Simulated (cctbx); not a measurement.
# Lattice, Laue class and space group of a new crystal

Cell: a = 4.8130 Å, b = 4.8130 Å, c = 42.4300 Å, α = 90.00°, β = 90.00°, γ = 90.00°. Expected content of the cell: Nb8 Sr4 Zn2 S26 Li4.

The data are simulated with cctbx, not measured: synchrotron X-rays, λ = 0.6889 Å, to d = 0.8 Å, 70 % of the full sphere, strongest reflection 40000 counts, noise from counting, a 1.5 % proportional error and a noise floor of 15 counts (s.d.); no absorption.

A first pass over the reflections prints:

```text
5555 reflections to d = 0.800 A
centring   violations  <I/sigma> of those
    A       1023 of  2768      7.4
    B       1049 of  2752      7.6
    C        974 of  2726      7.4
    I          0 of  2779      0.0
    R       1377 of  3680      7.8
    F       1523 of  4123      7.5
Laue class    unique    Rint  (classes that these axes allow; Friedel mates merged)
I 1 2/m 1        1096   0.022
I 1 1 2/m        1014   0.023
I 2/m 1 1        1088   0.022
I m m m           634   0.024
I 4/m             525   0.026
I 4/m m m         370   0.026
space group    extra absences  I>4sigma  <I/sigma>
I 4 2 2                 0          0         -  acentric
I 4 m m                 0          0         -  acentric
I -4 m 2                0          0         -  acentric
I -4 2 m                0          0         -  acentric
I 4/m m m               0          0         -  centric
Wilson B = 0.72 A^2   <|E^2-1|> = 0.930 (0.968 centric, 0.736 acentric)   E^2>4: 2.8 %
shell (A)         n   <I/sigma>
21.22 - 1.60     61     54.0
 1.60 - 1.27     50     45.9
 1.27 - 1.11     49     36.3
 1.11 - 1.01     44     40.0
 1.01 - 0.94     39     47.4
 0.94 - 0.88     47     28.4
 0.88 - 0.84     40     34.1
 0.84 - 0.80     40     32.0
```

Q: Read the symmetry from these tables.

The reflections that I centring forbids are absent (⟨I/σ⟩ near 0), so the lattice is I.

Rint stays low (0.022 to 0.026) up to I 4/m m m, the highest class in these axes.

5 settings pass the absence test. No glide or screw absences show, which leaves I 4 2 2, I 4 m m, I -4 m 2, I -4 2 m and I 4/m m m.

⟨|E²−1|⟩ = 0.930 leans to a centrosymmetric structure. The Wilson B of 0.72 Å² means U ≈ 0.0091 Å².

The true group is I4/mmm (no. 139), Laue class 4/mmm, centrosymmetric. The tables only narrow the choice to the tied entries; cell content, site symmetry and trial solutions must settle it.

This is a model crystal, built by substitution and not relaxed, with assumed displacement parameters.

[Logs are printed without paths, hosts, clocks, repeated set-up lines and the standing remarks that a program may print on its own settings, such as how far it seeks lower states.]
